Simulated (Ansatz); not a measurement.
# Gate voltage at the highest density: W2COS MXene monolayer

A layer charged from two gates alike needs a voltage that grows with the carrier density; the slope is e over the total capacitance.

**Method.** Ansatz 0.2.0, plane waves with PAW datasets (its set soft_2), LDA; isolated slab, charged sheets 5 Å from the outer atoms behind model barriers, atoms held, Fermi-Dirac smearing of 0.05 eV. The voltage is that of the gates (their mean) against the layer's Fermi level, from the uncharged case, which has no gap over 0.05 eV.

```
  run  added electrons (10¹³ per cm²)  gate voltage (V)
run 1                            0.50              0.19
run 2                            2.00              0.77
run 3                            6.00                 ?
```

**Question.** What value belongs in the row marked “?”, and how far can the other rows tell?

Two rows fix a line: slope = (0.77 − 0.19) / (2.00 − 0.50) = 0.3867, intercept −0.0034. The capacitance is 1.602/0.3867 = 4.14 µF/cm², against 3.54 µF/cm² for plates 5 Å apart in vacuum on both sides; it is the larger, as where the added charge has its centre outside the outer atoms (not examined here). At 6.00 it gives 0.3867 × 6.00 + (−0.0034) = 2.32 V, beyond the rows fitted. Rounding of the rows alone allows about ±0.032 V there; two rows can't show whether the line holds.

The run itself gives 2.31 V: a miss of −0.01 V, or 0.4 % of the value. The line holds within the rounding of the rows.

Caveats: The gates are model sheets, not atoms, and low densities sample few k-points. Spin-orbit coupling is left out, which changes the bands of elements this heavy.

[Logs are printed without paths, hosts, clocks, repeated set-up lines and the standing remarks that a program may print on its own settings, such as how far it seeks lower states.]
